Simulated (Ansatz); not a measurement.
# Li2FeSnS4: which shell does photoemission see at 21.2 and 150 eV? (LDA)

The valence band of Li2FeSnS4 mixes several shells. Work out by hand which one leads the spectrum's area at each photon energy.

Filled states come from the projected DOS of Ansatz 0.2.0 (LDA, plane waves); cross sections σ and asymmetry parameters β are those of free atoms in a Dirac–Hartree–Slater calculation. A shell's area is states × σ × angular factor, which is 1 − β·P₂(cos θ)/2 for unpolarised light, with θ = 45° from the beam and P₂ = 0.250.

**At 21.2 eV** (states counted from 11.2 eV below the zero; other shells add 1.8 to the products' sum of 45.4):

| shell | filled states a cell | cross section (Mb an electron) | β | angular factor | product | share by hand (%) | share in the simulated spectrum (%) |
| --- | --- | --- | --- | --- | --- | --- | --- |
| Sn 4d | 0.05 | 0 | 0.00 | 1.00 | 0 | 0 | 0 |
| Fe 3d | 12.95 | 0.892 | -0.18 | 1.02 | 11.8 | 26 | 26 |
| S 3s | 1.27 | 0 | 0.00 | 1.00 | 0 | 0 | 0 |
| S 3p | 38.35 | 1.08 | 1.85 | 0.77 | 31.8 | 70 | 70 |

**At 150 eV** (states counted from 23.6 eV below the zero; other shells add 0.091 to the products' sum of 7.99):

| shell | filled states a cell | cross section (Mb an electron) | β | angular factor | product | share by hand (%) | share in the simulated spectrum (%) |
| --- | --- | --- | --- | --- | --- | --- | --- |
| Sn 4d | 19.99 | 0.0356 | -0.77 | 1.10 | 0.78 | 10 | 9 |
| Fe 3d | 13.14 | 0.37 | 1.03 | 0.87 | 4.24 | 53 | 53 |
| S 3s | 14.10 | 0.0665 | 2.00 | 0.75 | 0.704 | 9 | 9 |
| S 3p | 38.54 | 0.0706 | 1.59 | 0.80 | 2.18 | 27 | 27 |

S 3p leads at 21.2 eV and Fe 3d at 150 eV. Between the two energies σ of S 3p changes by a factor 0.065 and that of Fe 3d by 0.42, so their ratio moves 6.3-fold in favour of the second. The simulated spectrum uses the same rule on the energy-resolved DOS, so the two share columns agree within a few points.

Only crystals where the two columns agree within 4 points and the lead is clear are worked in this form. Free-atom cross sections ignore the solid's final states, no escape depth or background enters, and the count of states a shell hangs on the projection.
